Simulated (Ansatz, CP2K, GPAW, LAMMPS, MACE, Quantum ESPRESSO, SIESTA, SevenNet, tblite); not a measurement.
# SIESTA on liquid 37SiO2-42B2O3-11CaO-11Na2O (mol %) at 2300 K (71 atoms): settings against a plane-wave reference

Aim: run liquid 37SiO2-42B2O3-11CaO-11Na2O (mol %) at 2300 K (71 atoms) in SIESTA and see how near its forces come to a plane-wave reference, and at what cost.

Method: the method is named at each step, in SIESTA 5.4.2.

## (1) The system as given

The cell holds 71 atoms: 7 Si, 16 B, 2 Ca, 4 Na and 42 O. Its edges and angles: a = 9.484 Å, b = 9.484 Å, c = 9.484 Å, α = 90.0°, β = 90.0°, γ = 90.0°. 71 atoms (7 Si, 16 B, 2 Ca, 4 Na, 42 O) placed at random at 2.21 g/cm³, melted at 3000 K for 20 ps at fixed volume with the Buckingham and Coulomb pair potential of Guillot and Sator (Geochim. Cosmochim. Acta 71, 1249 (2007)) with the boron terms of Wang et al. (J. Non-Cryst. Solids 498, 294 (2018)). Snapshot at the end of a hold of 10 ps at 2300 K and zero pressure.

The yardstick, on the same geometry:

```
method                                           : Kohn-Sham DFT, PBE, SSSP efficiency 1.3.0 pseudopotentials, plane waves (Quantum ESPRESSO 7.5); sssp-pbe-1.3.0-efficiency, cutoffs 60/480 Ry, Γ point
r.m.s. force component                           : 1.906 eV/Å
longest force                                    : 7.76 eV/Å
pressure                                         : -5.419 GPa
gap (highest filled to lowest empty level) : 0.8768 eV
time                                             : 3.2 min on 2 MPI ranks of Arm Neoverse V2, shared host
CPU time                                         : 6.4 min
```

## (2) PBE, DZP, shift 0.01 Ry, mesh 500 Ry

Method: Kohn-Sham DFT, PBE, PseudoDojo 0.4.1 norm-conserving pseudopotentials (converted to PSML), numerical atomic orbitals (DZP), diagonalisation.

The .psml files are PseudoDojo norm-conserving potentials that we converted to this format, checked against plane waves on the same files for H, C, O, Si, Ge and Ca alone.

Input file input.fdf:

```
SystemLabel cell
NumberOfAtoms 71
NumberOfSpecies 5
%block ChemicalSpeciesLabel
  1 14 Si
  2 5 B
  3 20 Ca
  4 11 Na
  5 8 O
%endblock ChemicalSpeciesLabel
LatticeConstant 1.0 Ang
%block LatticeVectors
  9.48399 0.00000 0.00000
  0.00000 9.48399 0.00000
  0.00000 0.00000 9.48399
%endblock LatticeVectors
PAO.BasisSize DZP
PAO.EnergyShift 0.01 Ry
XC.Functional GGA
XC.Authors PBE
MeshCutoff 500 Ry
%block kgrid_Monkhorst_Pack
  1 0 0 0.0
  0 1 0 0.0
  0 0 1 0.0
%endblock kgrid_Monkhorst_Pack
SolutionMethod diagon
OccupationFunction FD
ElectronicTemperature 580 K
SCF.Mixer.Method Pulay
SCF.Mixer.Weight 0.15
SCF.Mixer.History 8
SCF.Mix Hamiltonian
MaxSCFIterations 300
SCF.DM.Tolerance 1e-04
SCF.H.Tolerance 1.0e-3 eV
WriteForces T
Write.HirshfeldPop T
Write.VoronoiPop T
Write.DM F
Write.H F
XML.Write F
AtomicCoordinatesFormat Fractional
%block AtomicCoordinatesAndAtomicSpecies
  0.82160 0.16942 0.28977 1
  0.09089 0.82962 0.55837 1
  0.74673 0.70053 0.58696 1
  0.85977 0.26125 0.66613 1
  0.49930 0.03621 0.74955 1
  0.44703 0.68984 0.23922 1
  0.09052 0.50802 0.00650 1
  0.82137 0.63258 0.89802 2
  0.34735 0.71167 0.65398 2
  0.14230 0.72613 0.20006 2
  0.68966 0.40140 0.51216 2
  0.40167 0.54757 0.93533 2
  0.58517 0.30652 0.79594 2
  0.63420 0.57573 0.10077 2
  0.36963 0.18424 0.20711 2
  0.02427 0.23797 0.94838 2
  0.14986 0.04474 0.35623 2
  0.45142 0.41722 0.35382 2
  0.72799 0.29913 0.05685 2
  0.57540 0.95658 0.17715 2
  0.71945 0.97344 0.96198 2
  0.67219 0.99420 0.50099 2
  0.88362 0.97165 0.71830 2
  0.00657 0.37975 0.26778 3
  0.83230 0.76484 0.30101 3
  0.23495 0.39815 0.70055 4
  0.13700 0.14985 0.73139 4
  0.06855 0.85928 0.90474 4
  0.28272 0.95174 0.07748 4
  0.47804 0.21106 0.78720 5
  0.60136 0.07291 0.60819 5
  0.83010 0.98035 0.86460 5
  0.66468 0.42568 0.09254 5
  0.38102 0.53824 0.30641 5
  0.09524 0.58104 0.15535 5
  0.43010 0.31951 0.23796 5
  0.15862 0.93498 0.44250 5
  0.85547 0.08851 0.63746 5
  0.32160 0.68060 0.79502 5
  0.72798 0.86129 0.54111 5
  0.55326 0.39538 0.44706 5
  0.68343 0.26107 0.91510 5
  0.01122 0.12545 0.32619 5
  0.33858 0.00235 0.70759 5
  0.70185 0.95361 0.10623 5
  0.95621 0.58746 0.91706 5
  0.51553 0.85916 0.26771 5
  0.60271 0.94782 0.86444 5
  0.97822 0.71726 0.51253 5
  0.99698 0.33325 0.58431 5
  0.46178 0.76475 0.59478 5
  0.80712 0.29961 0.39269 5
  0.68716 0.35235 0.66915 5
  0.28358 0.76814 0.22402 5
  0.22474 0.72979 0.57374 5
  0.82417 0.20959 0.11344 5
[... 11 atom lines left out ...]
  0.77175 0.70024 0.77940 5
  0.10547 0.12282 0.97474 5
  0.00484 0.89332 0.68151 5
  0.24605 0.13212 0.29998 5
%endblock AtomicCoordinatesAndAtomicSpecies
```

Launch:

```console
OMP_NUM_THREADS=1 mpirun -np 2 siesta < input.fdf > output.txt
```

Standard output:

```text
Version         : 5.4.2
reinit: System Name:
reinit: System Label: cell
initatom: Reading input for the pseudopotentials and atomic orbitals ----------
Species number:   1 Atomic number:   14 Label: Si
Species number:   2 Atomic number:    5 Label: B
Species number:   3 Atomic number:   20 Label: Ca
Species number:   4 Atomic number:   11 Label: Na
Species number:   5 Atomic number:    8 Label: O
Ground state valence configuration (from tables):   3s02  3p02  3d00  4f00
Ground state valence configuration (from tables):   2s02  2p01  3d00  4f00
Ground state valence configuration (from tables):   4s02  4p00  3d00  4f00
Ground state valence configuration (from tables):   3s01  3p00  3d00  4f00
Ground state valence configuration (from tables):   2s02  2p04  3d00  4f00
---- Processing specs for species: Si
GGA--PBE XC_GGA_X_PBE--XC_GGA_C_PBE pb
---- Processing specs for species: B
GGA--PBE XC_GGA_X_PBE--XC_GGA_C_PBE pb
---- Processing specs for species: Ca
GGA--PBE XC_GGA_X_PBE--XC_GGA_C_PBE pb
Semicore shell(s) with  8 electrons included in the valence for Ca
---- Processing specs for species: Na
GGA--PBE XC_GGA_X_PBE--XC_GGA_C_PBE pb
Semicore shell(s) with  8 electrons included in the valence for Na
---- Processing specs for species: O
GGA--PBE XC_GGA_X_PBE--XC_GGA_C_PBE pb
Semicore shell(s): 3s 3p
Fallback to non-perturbative polarization scheme for Ca
Please see the manual if this is not desired in principle
Semicore shell(s): 2s 2p
Fallback to non-perturbative polarization scheme for Na
Please see the manual if this is not desired in principle
Si pseudopotential only contains V_ls up to l=2 -- lmxkb reset.
B pseudopotential only contains V_ls up to l=1 -- lmxkb reset.
Na pseudopotential only contains V_ls up to l=1 -- lmxkb reset.
O pseudopotential only contains V_ls up to l=2 -- lmxkb reset.
Using PAO.SplitTailNorm
%block ChemicalSpeciesLabel
    1   14 Si                      # Species index, atomic number, species label
[... lines left out ...]
Total number of electrons:   384.000000
[... lines left out ...]
                        Single-point calculation
                     ====================================
outcell: Unit cell vectors (Ang):
        9.483990    0.000000    0.000000
        0.000000    9.483990    0.000000
        0.000000    0.000000    9.483990
outcell: Cell vector modules (Ang)   :    9.483990    9.483990    9.483990
outcell: Cell angles (23,13,12) (deg):     90.0000     90.0000     90.0000
outcell: Cell volume (Ang**3)        :    853.0476
Gamma-point calculation with interaction between periodic images
Gamma-point calculation with interaction between periodic images
Some features might not work optimally:
Some features might not work optimally:
e.g. DM initialization from atomic data
e.g. DM initialization from atomic data
new_DM -- step:     1
Initializing Density Matrix...
Attempting to read DM from file... Failed...
DM filled with atomic data:
InitMesh: MESH = 128 x 128 x 128 = 2097152
InitMesh: Mesh cutoff (required, used) =   500.000   503.431 Ry
stepf: Fermi-Dirac step function
        iscf     Eharris(eV)        E_KS(eV)     FreeEng(eV)     dDmax    Ef(eV) dHmax(eV)
   scf:    1   -27955.535389   -28050.368158   -28050.368158  1.833392 -5.686595 14.357925
   scf:    2   -28100.621293   -28077.665860   -28077.665860  0.090728 -5.304290  8.644537
   scf:    3   -28093.009008   -28093.013683   -28093.018154  0.262061 -3.814880  5.268724
[...]
scf:   13   -28094.525133   -28094.525131   -28094.526269  0.000176 -3.933947  0.000974
   scf:   14   -28094.525132   -28094.525132   -28094.526270  0.000022 -3.933918  0.000463
SCF Convergence by DM+H criterion
max |DM_out - DM_in|         :     0.0000224207
max |H_out - H_in|      (eV) :     0.0004634596
SCF cycle converged after 14 iterations
Using DM_out to compute the final energy and forces
siesta: E_KS(eV) =           -28094.5251
siesta: E_KS - E_eggbox =    -28094.5251
siesta: Atomic forces (eV/Ang):
     1    1.763000   -3.792469    1.310412
     2    3.817308   -2.928922   -2.326327
     3    0.461658   -1.925280    5.858365
[...]
70   -3.088373    3.537851    5.000783
    71    3.292059    1.506023   -2.324628
----------------------------------------
   Tot   -0.003633    0.034060    0.093201
----------------------------------------
   Max    5.858365
   Res    1.970152    sqrt( Sum f_i^2 / 3N )
----------------------------------------
   Max    5.858365    constrained
Stress tensor Voigt[x,y,z,yz,xz,xy] (kbar):       68.82      -15.81       56.82      -15.13       -0.52      -44.81
(Free)E + p*V (eV/cell)   -28114.0189
Target enthalpy (eV/cell)   -28094.5263
siesta: Program's energy decomposition (eV):
siesta: Ebs     =     -6455.744444
siesta: Eions   =     40667.406624
siesta: Ena     =      5944.858713
siesta: Ekin    =     17744.948450
siesta: Enl     =     -4356.820674
siesta: DEna    =        -3.467491
siesta: DUscf   =        24.852816
siesta: Ex      =     -6325.802506
siesta: Ec      =      -455.687814
siesta: Exc     =     -6781.490321
siesta: Eharris =    -28094.525132
siesta: Etot    =    -28094.525132
siesta: FreeEng =    -28094.526270
siesta: Final energy (eV):
siesta:  Band Struct. =   -6455.744444
siesta:       Kinetic =   17744.948450
siesta:       Hartree =   10258.040277
siesta:         Exch. =   -6325.802506
siesta:         Corr. =    -455.687814
siesta:   Exch.-corr. =   -6781.490321
siesta:  Ion-electron =  -37050.906997
siesta:       Ion-ion =  -12265.116540
siesta:         Total =  -28094.525132
siesta:         Fermi =      -3.933918
siesta: Stress tensor (static) (eV/Ang**3):
siesta:     0.042952   -0.027971   -0.000322
siesta:    -0.027971   -0.009866   -0.009446
siesta:    -0.000322   -0.009446    0.035467
siesta: Cell volume =        853.047594 Ang**3
siesta: Pressure (static):
siesta:                Solid            Molecule  Units
siesta:          -0.00024887         -0.00043412  Ry/Bohr**3
siesta:          -0.02285063         -0.03985918  eV/Ang**3
siesta:         -36.61075263        -63.86143985  kBar
    Orbital volume contribution        =          30.655031 eV
    (Free)E + p_basis*V_orbitals       =      -28063.871239 eV
    (Free)Eharris+ p_basis*V_orbitals  =      -28063.871239 eV
Hirshfeld Atomic Populations:
Atom #   charge [q] valence [e]  Species
     1     0.419457    3.580543  Si
     2     0.390723    3.609277  Si
     3     0.485161    3.514839  Si
     4     0.394747    3.605253  Si
     5     0.346592    3.653408  Si
     6     0.427995    3.572005  Si
     7     0.430268    3.569732  Si
     8     0.227294    2.772706  B
     9     0.076189    2.923811  B
    10     0.203765    2.796235  B
[...]
22     0.279319    2.720681  B
    23     0.265820    2.734180  B
    24     0.634032    9.365968  Ca
    25     0.485106    9.514894  Ca
    26     0.357914    8.642086  Na
    27     0.253007    8.746993  Na
    28     0.260820    8.739180  Na
    29     0.260963    8.739037  Na
    30    -0.205477    6.205477  O
    31    -0.194468    6.194468  O
    32    -0.150653    6.150653  O
[...]
70    -0.144815    6.144815  O
    71    -0.150467    6.150467  O
--------------------
 Total    -0.000000
```

Run time: 2 min. Hardware: 2 MPI ranks of Arm Neoverse V2, shared host; peak memory 1.7 GiB.

Banners and routine set-up lines are dropped from the logs; longer cuts are marked.

Compared with the plane-wave run:

```
r.m.s. force component                           : 1.97 eV/Å
r.m.s. difference of force components            : 203 meV/Å
longest difference of force vectors              : 698.4 meV/Å
force difference over r.m.s. force               : 10.65 %
slope of forces against the reference's          : 1.029
correlation of force components                  : 0.9951
gap (highest filled to lowest empty level) : 0.7279 eV
gap difference                                   : -0.1489 eV
pressure                                         : -3.661 GPa
pressure difference                              : 1.758 GPa
```

Length of the force difference by element (eV/Å):

| element | atoms | mean | most |
| --- | --- | --- | --- |
| B | 16 | 0.27 | 0.50 |
| Ca | 2 | 0.56 | 0.70 |
| Na | 4 | 0.13 | 0.16 |
| O | 42 | 0.33 | 0.70 |
| Si | 7 | 0.34 | 0.56 |

Levels nearest the highest filled one (eV from it): -2.42, -2.25, -2.12, -2.00, -1.87, -1.81, -1.70, -1.56, -1.05, -0.91, -0.61, 0.00, 0.73, 1.25, 1.54, 1.84, 2.07, 2.15, 2.55, 2.80, 2.90, 3.04, 3.19, 3.32.

A closer look about O50, whose charge lies farthest from its element's mean: 12 atoms, nearest first, numbered in the order of the input, with positions taken from that point.

| atom | x | y | z | distance (Å) | Hirshfeld charge (e) | Fx | Fy | Fz (eV/Å) |
| --- | --- | --- | --- | --- | --- | --- | --- | --- |
| O50 | 0.00 | 0.00 | 0.00 | 0.00 | -0.38 | -0.84 | -0.38 | 0.00 |
| Si4 | -1.30 | -0.68 | 0.78 | 1.66 | 0.39 | 3.59 | 1.66 | 1.87 |
| O60 | -0.57 | -0.54 | 2.33 | 2.46 | -0.21 | 0.49 | -0.93 | 0.66 |
| O52 | -1.80 | -0.32 | -1.82 | 2.58 | -0.23 | -1.69 | 2.81 | 1.67 |
| Na26 | 2.26 | 0.62 | 1.10 | 2.59 | 0.36 | 0.37 | 1.33 | 0.21 |
| Na27 | 1.33 | -1.74 | 1.39 | 2.60 | 0.25 | 0.64 | -1.20 | -0.43 |
| O38 | -1.34 | -2.32 | 0.50 | 2.73 | -0.16 | 0.26 | -0.07 | -0.62 |
| Ca24 | 0.09 | 0.44 | -3.00 | 3.04 | 0.63 | 1.51 | 0.31 | 2.28 |
| O53 | -2.94 | 0.18 | 0.80 | 3.05 | -0.06 | 2.29 | -1.17 | -1.50 |
| B11 | -2.91 | 0.65 | -0.68 | 3.06 | 0.27 | -2.56 | 1.98 | -1.24 |
| O43 | 0.14 | -1.97 | -2.45 | 3.15 | -0.24 | -3.13 | -0.27 | -0.70 |
| O61 | -2.38 | 2.05 | -0.71 | 3.22 | -0.16 | 0.15 | -1.28 | -0.47 |

Forces lie 11 % from the reference's, at 0.62 times its CPU time.

## (3) PBE, SZ, shift 0.01 Ry, mesh 500 Ry

Method: Kohn-Sham DFT, PBE, PseudoDojo 0.4.1 norm-conserving pseudopotentials (converted to PSML), numerical atomic orbitals (SZ), diagonalisation.

Changes to input.fdf since step 2:

```diff
@@ -16,3 +16,3 @@
 %endblock LatticeVectors
-PAO.BasisSize DZP
+PAO.BasisSize SZ
 PAO.EnergyShift 0.01 Ry
```

Launch:

```console
OMP_NUM_THREADS=1 siesta < input.fdf > output.txt
```

Standard output:

```text
Version         : 5.4.2
reinit: System Name:
reinit: System Label: cell
initatom: Reading input for the pseudopotentials and atomic orbitals ----------
Species number:   1 Atomic number:   14 Label: Si
Species number:   2 Atomic number:    5 Label: B
Species number:   3 Atomic number:   20 Label: Ca
Species number:   4 Atomic number:   11 Label: Na
Species number:   5 Atomic number:    8 Label: O
Ground state valence configuration (from tables):   3s02  3p02  3d00  4f00
Ground state valence configuration (from tables):   2s02  2p01  3d00  4f00
[... lines left out ...]
        iscf     Eharris(eV)        E_KS(eV)     FreeEng(eV)     dDmax    Ef(eV) dHmax(eV)
[... lines left out ...]
SCF Convergence by DM+H criterion
[... lines left out ...]
SCF cycle converged after 21 iterations
[... lines left out ...]
   Max    7.955119
[... lines left out ...]
   Max    7.955119    constrained
Stress tensor Voigt[x,y,z,yz,xz,xy] (kbar):     -108.15     -188.54      -97.07        1.10        6.55      -30.22
[... lines left out ...]
siesta: FreeEng =    -27987.438224
[... lines left out ...]
siesta:         Fermi =      -3.211435
[... lines left out ...]
siesta: Cell volume =        853.047594 Ang**3
siesta: Pressure (static):
siesta:                Solid            Molecule  Units
siesta:           0.00089222          0.00059894  Ry/Bohr**3
siesta:           0.08192028          0.05499220  eV/Ang**3
siesta:         131.25075642         88.10722155  kBar
    Orbital volume contribution        =          14.951439 eV
    (Free)E + p_basis*V_orbitals       =      -27972.486785 eV
    (Free)Eharris+ p_basis*V_orbitals  =      -27972.486808 eV
Hirshfeld Atomic Populations:
Atom #   charge [q] valence [e]  Species
     1     0.582740    3.417260  Si
     2     0.579967    3.420033  Si
     3     0.613435    3.386565  Si
     4     0.534140    3.465860  Si
     5     0.526107    3.473893  Si
     6     0.593349    3.406651  Si
     7     0.612299    3.387701  Si
     8     0.239981    2.760019  B
     9     0.113358    2.886642  B
    10     0.202103    2.797897  B
[...]
22     0.284645    2.715355  B
    23     0.271351    2.728649  B
    24     0.762640    9.237360  Ca
    25     0.625763    9.374237  Ca
    26     0.396750    8.603250  Na
    27     0.294511    8.705489  Na
    28     0.300682    8.699318  Na
    29     0.293566    8.706434  Na
    30    -0.255995    6.255995  O
    31    -0.239240    6.239240  O
    32    -0.185601    6.185601  O
[...]
70    -0.197621    6.197621  O
    71    -0.189479    6.189479  O
--------------------
 Total    -0.000006
```

Wall time 87 s (1 thread); peak memory 0.7 GiB.

Compared with the plane-wave run:

| Quantity | Value |
| --- | --- |
| r.m.s. force component | 2.571 eV/Å |
| r.m.s. difference of force components | 1359 meV/Å |
| longest difference of force vectors | 5416 meV/Å |
| force difference over r.m.s. force | 71.31 % |
| slope of forces against the reference's | 1.156 |
| correlation of force components | 0.8567 |
| pressure | 13.12 GPa |
| pressure difference | 18.54 GPa |

This is a coarse setting, run to see what it loses.

Against the first run (11 %), the force difference from the reference is 71 %, at 0.36 times the CPU time (on 1 against 2 cores) (21 SCF steps against 14), with 290 basis functions against 899: the smaller basis costs accuracy.

## (4) PBE, SZP, shift 0.01 Ry, mesh 500 Ry

Method: Kohn-Sham DFT, PBE, PseudoDojo 0.4.1 norm-conserving pseudopotentials (converted to PSML), numerical atomic orbitals (SZP), diagonalisation.

Changes to input.fdf since step 3:

```diff
@@ -16,3 +16,3 @@
 %endblock LatticeVectors
-PAO.BasisSize SZ
+PAO.BasisSize SZP
 PAO.EnergyShift 0.01 Ry
```

Launch:

```console
OMP_NUM_THREADS=1 mpirun -np 2 siesta < input.fdf > output.txt
```

Standard output:

```text
Version         : 5.4.2
reinit: System Name:
reinit: System Label: cell
initatom: Reading input for the pseudopotentials and atomic orbitals ----------
Species number:   1 Atomic number:   14 Label: Si
Species number:   2 Atomic number:    5 Label: B
Species number:   3 Atomic number:   20 Label: Ca
Species number:   4 Atomic number:   11 Label: Na
[... lines left out ...]
SCF Convergence by DM+H criterion
[... lines left out ...]
SCF cycle converged after 14 iterations
[... lines left out ...]
   Max    6.245359
[... lines left out ...]
   Max    6.245359    constrained
Stress tensor Voigt[x,y,z,yz,xz,xy] (kbar):        2.52      -83.04       -4.83       -6.69        3.28      -36.91
[... lines left out ...]
siesta: FreeEng =    -28063.921167
[... lines left out ...]
siesta:         Fermi =      -3.977628
[... lines left out ...]
siesta:          28.44888331         -0.62523308  kBar
[... lines left out ...]
Hirshfeld Atomic Populations:
Atom #   charge [q] valence [e]  Species
     1     0.439870    3.560130  Si
     2     0.395023    3.604977  Si
     3     0.502757    3.497243  Si
     4     0.408798    3.591202  Si
     5     0.358812    3.641188  Si
     6     0.449614    3.550386  Si
     7     0.441445    3.558555  Si
     8     0.234571    2.765429  B
     9     0.078341    2.921659  B
    10     0.203483    2.796517  B
[...]
22     0.286488    2.713512  B
    23     0.272785    2.727215  B
    24     0.651723    9.348277  Ca
    25     0.505332    9.494668  Ca
    26     0.374922    8.625078  Na
    27     0.260318    8.739682  Na
    28     0.266341    8.733659  Na
    29     0.262562    8.737438  Na
    30    -0.211592    6.211592  O
    31    -0.200244    6.200244  O
    32    -0.164636    6.164636  O
[...]
70    -0.146736    6.146736  O
    71    -0.168259    6.168259  O
--------------------
 Total    -0.000003
```

Elapsed: 98 s, on 2 MPI ranks; peak memory 1.5 GiB; 3.3 min of CPU time.

Compared with the plane-wave run:

```
r.m.s. force component                           : 2.214 eV/Å
r.m.s. difference of force components            : 768.2 meV/Å
longest difference of force vectors              : 3397 meV/Å
force difference over r.m.s. force               : 40.31 %
slope of forces against the reference's          : 1.093
correlation of force components                  : 0.9413
gap (highest filled to lowest empty level) : 0.6312 eV
gap difference                                   : -0.2456 eV
pressure                                         : 2.845 GPa
pressure difference                              : 8.264 GPa
```

This is a coarse setting, run to see what it loses.

Against the first run (11 %), the force difference from the reference is 40 %, at 0.81 times the CPU time, with 633 basis functions against 899: the smaller basis costs accuracy.

[end of part 1 of 2]

[Long decimals in the printed logs are rounded to 6 places.]

[Also dropped from logs without a mark: lines with file paths, logging warnings of Python, QE's lines on negative density and diagonalisation, SIESTA's first energy breakdown, zero terms and Voronoi charges.]

[Logs are printed without paths, hosts, clocks, repeated set-up lines and the standing remarks that a program may print on its own settings, such as how far it seeks lower states.]

[Hosts, paths, dates, database ids (printed as entryN), source tags and the programs' standing remarks are cut or masked in the printed files.]

[Most failed runs of this program on this cell are left out, timed-out ones always.]
